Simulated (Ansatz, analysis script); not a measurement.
Entries from a set of simulations; values are calculated unless marked as measured.

```cif
data_re
_symmetry_space_group_name_H-M 'P 1'
_symmetry_Int_Tables_number 1
_cell_length_a 3.2880
_cell_length_b 3.2880
_cell_length_c 14.0000
_cell_angle_alpha 90.000
_cell_angle_beta 90.000
_cell_angle_gamma 120.000
_cell_volume 131.08
loop_
_atom_site_label
_atom_site_type_symbol
_atom_site_fract_x
_atom_site_fract_y
_atom_site_fract_z
_atom_site_occupancy
Re1 Re 0.00000 0.00000 0.50000 1
_calc_subject 'Free-standing triangular Re monolayer, spacing 3.288 Å: spin spirals and exchange'
_calc_method 'LDA, PAW set soft_1 (files made for PBE); spin spirals by the generalised Bloch theorem, no spin–orbit coupling (and 2 further levels or steps)'
_calc_program 'Ansatz 0.2.0 and analysis script 1'
_calc_settings_of_one_run 'cutoff 420 eV, 24×24×1 k-mesh, Fermi-Dirac occupations, smearing width 0.1 eV, cone angle 90 °, wavevectors 8, starting moments 2 μB'
_calc_notes 'No spin model is given, since the moments change too much along the path. The cell was taken as built, with atoms unrelaxed. In doubt: the program’s search for lower states was switched off, so a lower magnetic state than those reached may exist.'
_calc_lowest_point_of_the_path 'q = (0.5, 0, 0), -229 meV a magnetic atom from q = 0'
_calc_highest_point '0 meV a magnetic atom'
```

[Logs and program files are shortened in this print: banners, set-up blocks, solver, clock and traceback lines can be left out without a mark of their own.]

[Logs are printed without paths, hosts, clocks, repeated set-up lines and the standing remarks that a program may print on its own settings, such as how far it seeks lower states.]

[Hosts, paths, dates, database ids (printed as entryN), source tags and the programs' standing remarks are cut or masked in the printed files.]
